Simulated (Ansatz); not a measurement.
# C on Nb(110): change of the work function

Aim: the work function of Nb(110) at several coverages of C (hollow site), and the dipole that each adsorbate carries.

Main program and level: Ansatz 0.2.0; plane-wave DFT, PBE, Ansatz PAW.

Report form: the programs' logs are mostly left out.

### Step 1. Set-up

The cell holds 4 atoms: 4 Nb. Its edges and angles: a = 2.858 Å, b = 2.858 Å, c = 25.000 Å, α = 90.0°, β = 90.0°, γ = 70.5°. Vacuum lies along c.

### Step 2. The clean slab

The bare slab comes first, as the zero from which every change is counted. The two lowest layers are held at bulk places and the upper ones relax. The dipole correction removes the false field that a one-sided slab makes across the periodic vacuum, so each face gets a flat vacuum level of its own.

File input.yaml:

```yaml
crystal:
  lattice:
    - [2.3334523779, -1.65, 0.0]
    - [2.3334523779, 1.65, 0.0]
    - [0.0, 0.0, 25.0003571337]
  atoms:
    - { symbol: Nb, position: [0.0, 0.0, 0.3599948573] }
    - { symbol: Nb, position: [0.5, 0.5, 0.4533316191] }
    - { symbol: Nb, position: [0.0, 0.0, 0.5466683809] }
    - { symbol: Nb, position: [0.5, 0.5, 0.6400051427] }
kpoints:
  mp_grid: { grid: [12, 12, 1] }
hamiltonian:
  xc: pbe
scf:
  occupations: { method: fermi_dirac, width: 0.1 }
  convergence: { dr2_threshold: 1.0e-08 }
efield:
  axis: 3
  dipole_correction: true
  ramp_position: 0.97
  ramp_width: 0.06
relax:
  f_tol: 0.02
  max_steps: 60
  constraints: [{ sites: [0, 1] }]
output:
  write_potential: true
  write_density: true
  volumetric_format: npy
```

The run is started by

```bash
> ansatz run input.yaml --threads 4 --pin off --max-ram 16384MiB --backend cpu --events-out ev --progress --plain --runs-dir out
```

The job ended after 19 s (4 threads of Arm Neoverse V1, shared host; peak memory 0.56 GiB).

Relaxation path:

| step | energy less that of the first step (eV) | largest force component (eV/Å) |
| --- | --- | --- |
| 1 | 0.0000 | 0.3894 |
| 2 | 0.0061 | 0.5460 |
| 3 | -0.0148 | 0.0045 |

Relaxation step 2 was tried and not accepted.

The run keeps the 4 symmetry operations that it works with, so distortions that break them were not tested.

The atoms that moved most (Å):

| atom | dx | dy | dz | length |
| --- | --- | --- | --- | --- |
| Nb4 | 0.000 | 0.000 | -0.054 | 0.054 |
| Nb3 | 0.000 | 0.000 | 0.029 | 0.029 |

The relaxed structure:

```xyz
4
Lattice="2.3335 -1.6500 0.0000 2.3335 1.6500 0.0000 0.0000 0.0000 25.0004" Properties=species:S:1:pos:R:3
Nb    0.0000    0.0000    9.0000
Nb    2.3335    0.0000   11.3335
Nb    0.0000    0.0000   13.6961
Nb    2.3335    0.0000   15.9466
```

This step gave:

- energy at zero smearing: -18207.1363 eV
- work function, upper face: 4.492 eV
- work function, lower face: 4.529 eV
- dipole along the normal: 0.001540 e·Å
- step between the vacuum levels: -0.03620 eV

Running mean over 2.333 Å of the planar mean; the ramp of the sawtooth is left out. Electron's electrostatic potential energy less the Fermi level against z:

| z (Å) | electron's electrostatic potential energy less the Fermi level (eV) |
| --- | --- |
| 3.5 | 4.53 |
| 4.0 | 4.53 |
| 4.5 | 4.52 |
| 5.0 | 4.51 |
| 5.5 | 4.47 |
| 6.0 | 4.34 |
| 6.5 | 3.95 |
| 7.0 | 2.78 |
| 7.5 | -0.525 |
| 8.0 | -5.88 |
| 8.5 | -9.88 |
| 9.0 | -11.0 |
| 9.5 | -11.1 |
| 10.0 | -11.0 |
| 10.5 | -10.9 |
| 11.0 | -10.9 |
| 11.5 | -10.9 |
| 12.0 | -10.8 |
| 12.5 | -10.6 |
| 13.0 | -10.7 |
| 13.5 | -10.9 |
| 14.0 | -11.2 |
| 14.5 | -11.7 |
| 15.0 | -11.8 |
| 15.5 | -11.5 |
| 16.0 | -11.1 |
| 16.5 | -9.62 |
| 17.0 | -5.33 |
| 17.5 | -0.0576 |
| 18.0 | 2.95 |
| 18.5 | 3.98 |
| 19.0 | 4.33 |
| 19.5 | 4.44 |
| 20.0 | 4.48 |
| 20.5 | 4.49 |
| 21.0 | 4.49 |
| 21.5 | 4.49 |

The relaxation took 3 steps and lowered the energy by 0.015 eV; the largest force on the free atoms ends at 0.0045 eV/Å.

The work function of the upper face is 4.49 eV.

### Step 3. Adsorbate added, k-mesh 4×4×1, coverage 0.111 ML

System of this step: Nb36C (C/Nb(110)). The cell holds 37 atoms: 36 Nb and 1 C. Cell: a = 8.574 Å, b = 8.574 Å, c = 26.842 Å, α = 90.0°, β = 90.0°, γ = 70.5°. Vacuum lies along c.

The clean slab as it ended is repeated in the plane and the adsorbate is set on one face; the cell's size fixes the coverage, and the k-mesh shrinks with it to keep the sampling density about even. Adsorbate and upper layers relax, since the dipole depends on the height.

File input.yaml:

```yaml
crystal:
  lattice:
    - [7.0003571337, -4.95, 0.0]
    - [7.0003571337, 4.95, 0.0]
    - [0.0, 0.0, 26.8421515293]
  atoms:
    - { symbol: Nb, position: [0.0, 0.0, 0.3352935397] }
    - { symbol: Nb, position: [0.1666666667, 0.1666666667, 0.4222259295] }
    - { symbol: Nb, position: [0.0, 0.0, 0.5102452155] }
    - { symbol: Nb, position: [0.1666666667, 0.1666666667, 0.5940889744] }
    - { symbol: Nb, position: [0.0, 0.3333333333, 0.3352935397] }
    - { symbol: Nb, position: [0.1666666667, 0.5, 0.4222259295] }
    - { symbol: Nb, position: [0.0, 0.3333333333, 0.5102452155] }
    - { symbol: Nb, position: [0.1666666667, 0.5, 0.5940889744] }
[... 25 atom lines left out ...]
    - { symbol: Nb, position: [0.8333333333, 0.8333333333, 0.4222259295] }
    - { symbol: Nb, position: [0.6666666667, 0.6666666667, 0.5102452155] }
    - { symbol: Nb, position: [0.8333333333, 0.8333333333, 0.5940889744] }
    - { symbol: C, position: [0.28, 0.28, 0.6647064603] }
kpoints:
  mp_grid: { grid: [4, 4, 1] }
hamiltonian:
  xc: pbe
scf:
  occupations: { method: fermi_dirac, width: 0.1 }
  convergence: { dr2_threshold: 1.0e-08 }
efield:
  axis: 3
  dipole_correction: true
  ramp_position: 0.97
  ramp_width: 0.06
relax:
  f_tol: 0.02
  max_steps: 60
  constraints:
    - { sites: [0, 1, 4, 5, 8, 9, 12, 13, 16, 17, 20, 21, 24, 25, 28, 29, 32, 33] }
output:
  write_potential: true
  write_density: true
  volumetric_format: npy
```

It took 40 min on 4 threads; peak memory 9.4 GiB; 2.6 h of CPU time.

Step by step:

| step | energy less that of the first step (eV) | largest force component (eV/Å) |
| --- | --- | --- |
| 1 | 0.0000 | 4.3651 |
| 2 | -1.2700 | 4.2474 |
| 3 | -2.2125 | 2.6808 |
| 4 | -2.6652 | 0.7966 |
| 5 | -2.8584 | 0.2874 |
| 6 | -2.9006 | 0.1616 |
| 7 | -2.9750 | 0.4446 |
| 8 | -3.1029 | 0.5709 |
| 9 | -3.3497 | 0.8740 |
| 10 | -3.5905 | 0.8077 |
| 11 | -3.7264 | 0.6206 |
| 12 | -3.7572 | 0.1183 |
| 13 | -3.7626 | 0.0558 |
| 14 | -3.7634 | 0.0234 |
| 15 | -3.7635 | 0.0030 |

Forces are held to the 2 operations that the run works with; a distortion that breaks them can't arise in this run.

The atoms that moved most (Å):

| atom | dx | dy | dz | length |
| --- | --- | --- | --- | --- |
| C37 | 0.747 | 0.000 | -1.642 | 1.804 |
| Nb8 | 0.001 | 0.393 | 0.095 | 0.404 |
| Nb16 | 0.001 | -0.393 | 0.095 | 0.404 |
| Nb4 | 0.136 | 0.000 | -0.007 | 0.136 |
| Nb20 | -0.135 | 0.000 | -0.008 | 0.135 |
| Nb12 | 0.085 | 0.028 | 0.033 | 0.095 |
| Nb28 | 0.085 | -0.028 | 0.033 | 0.095 |
| Nb24 | -0.084 | -0.028 | 0.034 | 0.095 |

The relaxed structure:

```cif
data_structure
_symmetry_space_group_name_H-M 'P 1'
_symmetry_Int_Tables_number 1
_cell_length_a 8.5737
_cell_length_b 8.5737
_cell_length_c 26.8422
_cell_angle_alpha 90.000
_cell_angle_beta 90.000
_cell_angle_gamma 70.529
_cell_volume 1860.26
loop_
_atom_site_label
_atom_site_type_symbol
_atom_site_fract_x
_atom_site_fract_y
_atom_site_fract_z
_atom_site_occupancy
Nb1 Nb 0.00000 0.00000 0.33529 1
Nb2 Nb 0.16667 0.16667 0.42223 1
Nb3 Nb 0.00284 0.00284 0.51037 1
Nb4 Nb 0.17636 0.17636 0.59383 1
Nb5 Nb 0.00000 0.33333 0.33529 1
Nb6 Nb 0.16667 0.50000 0.42223 1
Nb7 Nb 0.99958 0.33531 0.51004 1
Nb8 Nb 0.12702 0.53972 0.59762 1
Nb9 Nb 0.00000 0.66667 0.33529 1
Nb10 Nb 0.16667 0.83333 0.42223 1
Nb11 Nb 0.99477 0.67192 0.50798 1
Nb12 Nb 0.16991 0.84221 0.59534 1
Nb13 Nb 0.33333 0.00000 0.33529 1
Nb14 Nb 0.50000 0.16667 0.42223 1
Nb15 Nb 0.33531 0.99958 0.51004 1
Nb16 Nb 0.53972 0.12702 0.59762 1
Nb17 Nb 0.33333 0.33333 0.33529 1
Nb18 Nb 0.50000 0.50000 0.42223 1
Nb19 Nb 0.33337 0.33337 0.51337 1
Nb20 Nb 0.49036 0.49036 0.59380 1
Nb21 Nb 0.33333 0.66667 0.33529 1
Nb22 Nb 0.50000 0.83333 0.42223 1
Nb23 Nb 0.33136 0.66716 0.51003 1
Nb24 Nb 0.49678 0.82450 0.59534 1
Nb25 Nb 0.66667 0.00000 0.33529 1
Nb26 Nb 0.83333 0.16667 0.42223 1
Nb27 Nb 0.67192 0.99477 0.50798 1
Nb28 Nb 0.84221 0.16991 0.59534 1
Nb29 Nb 0.66667 0.33333 0.33529 1
Nb30 Nb 0.83333 0.50000 0.42223 1
Nb31 Nb 0.66716 0.33136 0.51003 1
Nb32 Nb 0.82450 0.49678 0.59534 1
Nb33 Nb 0.66667 0.66667 0.33529 1
Nb34 Nb 0.83333 0.83333 0.42223 1
Nb35 Nb 0.66384 0.66384 0.51037 1
Nb36 Nb 0.83332 0.83332 0.59428 1
C37 C 0.33335 0.33335 0.60352 1
```

This step gave:

| Quantity | Value |
| --- | --- |
| energy at zero smearing | -164115.7496 eV |
| work function, upper face | 4.499 eV |
| work function, lower face | 4.533 eV |
| dipole along the normal | 0.01300 e·Å |
| step between the vacuum levels | -0.03393 eV |

Running mean over 2.333 Å of the planar mean; the ramp of the sawtooth is left out. Electron's electrostatic potential energy less the Fermi level against z:

z (Å), electron's electrostatic potential energy less the Fermi level (eV) and a bar from the least value:
```
      3.5        4.5 ##############################
      4.0        4.5 ##############################
      4.5        4.5 ##############################
      5.0        4.5 ##############################
      5.5        4.5 ##############################
      6.0        4.3 ##############################
      6.5        3.9 #############################
      7.0        2.8 ###########################
      7.5       -0.5 #####################
      8.0       -5.9 ###########
      8.5       -9.9 ###
      9.0      -11.0 #
      9.5      -11.1 #
     10.0      -11.0 #
     10.5      -10.9 #
     11.0      -10.9 #
     11.5      -10.9 #
     12.0      -10.8 ##
     12.5      -10.7 ##
     13.0      -10.8 ##
     13.5      -10.9 #
     14.0      -11.1 #
     14.5      -11.3 #
     15.0      -11.6 
     15.5      -11.6 
     16.0      -11.5 
     16.5      -10.1 ###
     17.0       -6.0 ###########
     17.5       -0.5 #####################
     18.0        2.9 ###########################
     18.5        4.0 #############################
     19.0        4.3 ##############################
     19.5        4.4 ##############################
     20.0        4.5 ##############################
     20.5        4.5 ##############################
     21.0        4.5 ##############################
     21.5        4.5 ##############################
     22.0        4.5 ##############################
     22.5        4.5 ##############################
     23.0        4.5 ##############################
     23.5        4.5 ##############################
```

The relaxation took 15 steps and lowered the energy by 3.8 eV; the largest force on the free atoms ends at 0.0030 eV/Å.

The covered face has 4.50 eV, +0.01 eV against the clean one; the bare back face has moved by +0.00 eV, a measure of how thin the slab is. The added atoms end 0.2 Å over the highest substrate atom on average, so this is no overlayer any more.

### Step 4. Adsorbate added, k-mesh 6×6×1, coverage 0.25 ML

System of this step: Nb16C (C/Nb(110)). The cell holds 17 atoms: 16 Nb and 1 C. Its edges and angles: a = 5.716 Å, b = 5.716 Å, c = 26.842 Å, α = 90.0°, β = 90.0°, γ = 70.5°. Vacuum lies along c.

Another coverage, to see how the dipoles act on each other as their distance changes.

File input.yaml:

```yaml
crystal:
  lattice:
    - [4.6669047558, -3.3, 0.0]
    - [4.6669047558, 3.3, 0.0]
    - [0.0, 0.0, 26.8421515293]
  atoms:
    - { symbol: Nb, position: [0.0, 0.0, 0.3352935397] }
    - { symbol: Nb, position: [0.25, 0.25, 0.4222259295] }
    - { symbol: Nb, position: [0.0, 0.0, 0.5102452155] }
    - { symbol: Nb, position: [0.25, 0.25, 0.5940889744] }
    - { symbol: Nb, position: [0.0, 0.5, 0.3352935397] }
    - { symbol: Nb, position: [0.25, 0.75, 0.4222259295] }
    - { symbol: Nb, position: [0.0, 0.5, 0.5102452155] }
    - { symbol: Nb, position: [0.25, 0.75, 0.5940889744] }
    - { symbol: Nb, position: [0.5, 0.0, 0.3352935397] }
    - { symbol: Nb, position: [0.75, 0.25, 0.4222259295] }
    - { symbol: Nb, position: [0.5, 0.0, 0.5102452155] }
    - { symbol: Nb, position: [0.75, 0.25, 0.5940889744] }
    - { symbol: Nb, position: [0.5, 0.5, 0.3352935397] }
    - { symbol: Nb, position: [0.75, 0.75, 0.4222259295] }
    - { symbol: Nb, position: [0.5, 0.5, 0.5102452155] }
    - { symbol: Nb, position: [0.75, 0.75, 0.5940889744] }
    - { symbol: C, position: [0.42, 0.42, 0.6647064603] }
kpoints:
  mp_grid: { grid: [6, 6, 1] }
hamiltonian:
  xc: pbe
scf:
  occupations: { method: fermi_dirac, width: 0.1 }
  convergence: { dr2_threshold: 1.0e-08 }
efield:
  axis: 3
  dipole_correction: true
  ramp_position: 0.97
  ramp_width: 0.06
relax:
  f_tol: 0.02
  max_steps: 60
  constraints: [{ sites: [0, 1, 4, 5, 8, 9, 12, 13] }]
output:
  dos: { projected: true, e_range: [-8, 4] }
  write_potential: true
  write_density: true
  volumetric_format: npy
  elf: true
```

Elapsed: 12 min, on 4 threads; peak memory 2.9 GiB.

Relaxation path:

| step | energy less that of the first step (eV) | largest force component (eV/Å) |
| --- | --- | --- |
| 1 | 0.0000 | 4.4336 |
| 2 | -1.3116 | 4.2603 |
| 3 | -2.2572 | 2.4322 |
| 4 | -2.6503 | 0.6050 |
| 5 | -2.7981 | 0.2256 |
| 6 | -2.8258 | 0.3064 |
| 7 | -2.8941 | 0.3831 |
| 8 | -2.9925 | 0.2803 |
| 9 | -3.0334 | 0.6204 |
| 10 | -3.1383 | 0.3010 |
| 11 | -3.2507 | 0.4106 |
| 12 | -3.3466 | 0.4512 |
| 13 | -3.3302 | 0.6057 |
| 14 | -3.3733 | 0.0595 |
| 15 | -3.3739 | 0.0049 |

Relaxation step 13 was tried and not accepted.

The run keeps the 2 symmetry operations that it works with, so distortions that break them were not tested.

The atoms that moved most (Å):

| atom | dx | dy | dz | length |
| --- | --- | --- | --- | --- |
| C17 | 0.746 | 0.000 | -1.721 | 1.876 |
| Nb8 | -0.001 | 0.343 | 0.176 | 0.386 |
| Nb12 | -0.001 | -0.343 | 0.176 | 0.386 |
| Nb16 | -0.176 | 0.000 | -0.008 | 0.176 |
| Nb4 | 0.175 | 0.000 | -0.008 | 0.176 |
| Nb3 | 0.000 | 0.000 | -0.071 | 0.071 |
| Nb15 | 0.000 | 0.000 | 0.063 | 0.063 |
| Nb11 | 0.000 | 0.000 | -0.015 | 0.015 |

Final coordinates:

```xyz
17
Lattice="4.6669 -3.3000 0.0000 4.6669 3.3000 0.0000 0.0000 0.0000 26.8422" Properties=species:S:1:pos:R:3
Nb    0.0000    0.0000    9.0000
Nb    2.3335    0.0000   11.3335
Nb    0.0001    0.0000   13.6255
Nb    2.5088    0.0000   15.9390
Nb    2.3335    1.6500    9.0000
Nb    4.6669    1.6500   11.3335
Nb    2.3333    1.6498   13.6807
Nb    4.6664    1.9933   16.1231
Nb    2.3335   -1.6500    9.0000
Nb    4.6669   -1.6500   11.3335
Nb    2.3333   -1.6498   13.6807
Nb    4.6664   -1.9933   16.1231
Nb    4.6669    0.0000    9.0000
Nb    7.0004    0.0000   11.3335
Nb    4.6667    0.0000   13.7593
Nb    6.8242    0.0000   15.9383
C     4.6664    0.0000   16.1208
```

Numbers from this step:

```yaml
energy_at_zero_smearing: -73079.6359 eV
work_function_upper_face: 4.375 eV
work_function_lower_face: 4.558 eV
dipole_along_the_normal: 0.03106 e·Å
step_between_the_vacuum_levels: -0.1824 eV
```

The density of states has structure finer than the step of the table below, so its rows give means over 0.2 eV, whole bins alone (the curve runs from -8 to 1.71 eV). Peaks (eV: height): -1.83: 32.6, -1.47: 37.2, -1.38: 30.1, -1.29: 37.6, -1.14: 29.7, -0.63: 29.1, -0.36: 30.1.

Density of states against energy, zero at the Fermi level; means over each step:

| energy (eV) | density of states (states/eV a cell) |
| --- | --- |
| -5.6 | 0 |
| -5.4 | 0.535 |
| -5.2 | 1.13 |
| -5.0 | 2.29 |
| -4.8 | 5.53 |
| -4.6 | 3.34 |
| -4.4 | 5.83 |
| -4.2 | 8.97 |
| -4.0 | 6.15 |
| -3.8 | 5.85 |
| -3.6 | 6.55 |
| -3.4 | 9.10 |
| -3.2 | 16.7 |
| -3.0 | 17.1 |
| -2.8 | 18.8 |
| -2.6 | 21.7 |
| -2.4 | 20.4 |
| -2.2 | 17.1 |
| -2.0 | 18.2 |
| -1.8 | 15.3 |
| -1.6 | 23.8 |
| -1.4 | 26.3 |
| -1.2 | 27.7 |
| -1.0 | 22.6 |
| -0.8 | 23.3 |
| -0.6 | 26.8 |
| -0.4 | 26.8 |
| -0.2 | 22.8 |
| 0.0 | 20.7 |
| 0.2 | 21.2 |
| 0.4 | 13.2 |
| 0.6 | 11.9 |
| 0.8 | 14.4 |
| 1.0 | 13.5 |
| 1.2 | 12.3 |
| 1.4 | 13.1 |
| 1.6 | 17.6 |

Projected DOS per atom over height of the atomic layer and energy from the Fermi level. Layers: Nb4 Nb4 Nb4 Nb4C from below.

Ten even steps from '0' (0.00 states/eV) to '9' (1.95 states/eV), each cell a mean:
```
6334
4233
4224
7446
9665
9666
9876
6874
4466
7764
5763
2442
1113
0014
0003
0000
0000
0000
0000
0000
0000
0000
```
Columns: height of the atomic layer (Å) from 9 to 16.0; rows upwards: energy from the Fermi level (eV) from -7.96 to 1.65.

Electrostatic potential energy in the ca plane at fractional y = 0.500, with atoms of Nb and C within 0.2 Å of it. With pseudopotentials it is smooth inside the atoms' cores, unlike the true potential.

Ten even steps from '0' (-69 eV) to '9' (8 eV), each cell a mean:
```
73001689999997300268999999999999999999999999
86435899999998633589999999999999999999999999
98878999999999887899998999999999999999999999
99889999999999998999998999999999999999999999
98778999999999887899999999999999999999999999
86335899999998643579987799999999999999999999
73001689999997400158861279999999999999999999
72001589999997300058850169999999999999999999
74113799999998521268974589999999999999999999
87667899999999865789998899999999999999999999
99889999999999988999999999999999999999999999
99889999999999988999998999999999999999999999
87667899999999766789998999999999999999999999
74113799999997411379999999999999999999999999
72001589999996200168999999999999999999999999
```
Columns run along c (16.0 Å, from fractional 0.30 to 0.90 of the cell; values clipped at the 3rd and 97th percentile), rows up along a (5.7 Å). Atoms in or near the plane, at fractional coordinates: Nb at (0.34, 0.00), Nb at (0.51, 0.00), Nb at (0.34, 0.50), Nb at (0.51, 0.50), C at (0.60, 0.50).

Valence density in the ca plane at fractional y = 0.500, with atoms of Nb and C within 0.2 Å of it. It is the smooth field of the valence electrons, not physical close to the nuclei.

Ten even steps from '0' (0.0 e/Å³) to '9' (5.0 e/Å³), each cell a mean:
```
15997200000001599620000000000000000000000000
02452000000000245200000000000000000000000000
00110000000000011000000000000000000000000000
00000000000000000000000000000000000000000000
00110000000000011000000000000000000000000000
02453100000000145310012110000000000000000000
15997200000001499720123310000000000000000000
16998200000001599830123310000000000000000000
03785100000000268510012210000000000000000000
01221000000000122100001100000000000000000000
00000000000000000000000000000000000000000000
00000000000000000000000000000000000000000000
01221000000000122100000000000000000000000000
03785100000001378410000000000000000000000000
16998200000001699720000000000000000000000000
```
Columns run along c (16.0 Å, from fractional 0.30 to 0.90 of the cell), rows up along a (5.7 Å). Atoms in or near the plane, at fractional coordinates: Nb at (0.34, 0.00), Nb at (0.51, 0.00), Nb at (0.34, 0.50), Nb at (0.51, 0.50), C at (0.60, 0.50).

ELF in the ca plane at fractional y = 0.500, with atoms of Nb and C within 0.2 Å of it. It is the smooth field of the valence electrons, not physical close to the nuclei.

Ten even steps from '0' (0.00) to '9' (0.77), each cell a mean:
```
49879535544534887953554456543100000000000000
26886345433542589633432344442100000000000000
23443355333454333334322233321100000000000000
43334554333466433355322333321000000000000000
23443355333454334333456765321000000000000000
26886345433542488732689998521000000000000000
49779535544533886963785699631000000000000000
59659636544533874973782499731000000000000000
38998435434542699942798998631000000000000000
24664345433553356423578986421000000000000000
33333454333465333344334444321000000000000000
33333454333465333345322233321000000000000000
24664345433543366424432334432100000000000000
38998435434533799843443345543100000000000000
59649636544535964963554456653210000000000000
```
Columns run along c (16.0 Å, from fractional 0.30 to 0.90 of the cell), rows up along a (5.7 Å). Atoms in or near the plane, at fractional coordinates: Nb at (0.34, 0.00), Nb at (0.51, 0.00), Nb at (0.34, 0.50), Nb at (0.51, 0.50), C at (0.60, 0.50).

The relaxation took 15 steps and lowered the energy by 3.4 eV; the largest force on the free atoms ends at 0.0049 eV/Å.

By hand: a sheet of dipoles makes a step −p/(ε₀A) in the electron's potential. With e/ε₀ = 180.95 V·Å, p = 0.03106 e·Å and A = 30.80 Å², that is −180.95 × (0.03106) / 30.80 = -0.182 eV, and the two vacuum levels of the run differ by -0.182 eV.

The covered face has 4.38 eV, -0.12 eV against the clean one; the bare back face has moved by +0.03 eV, a measure of how thin the slab is. The added atoms end 0.0 Å under the highest substrate atom on average, so this is no overlayer any more.

(Part 1 of 2 ends here.)

[Logs are printed without paths, hosts, clocks, repeated set-up lines and the standing remarks that a program may print on its own settings, such as how far it seeks lower states.]

[Hosts, paths, dates, database ids (printed as entryN), source tags and the programs' standing remarks are cut or masked in the printed files.]

[Maps of the electrostatic potential energy from Ansatz leave out the sawtooth potential of an applied field or a dipole correction, so their vacuum need not be flat; planar profiles and work functions include it.]

[The density of states shown here was stored with 400 of the rows of the run's finer table, so its peaks can read low, often by over a quarter, or be missed, and its means over a window can be off by a tenth or more.]
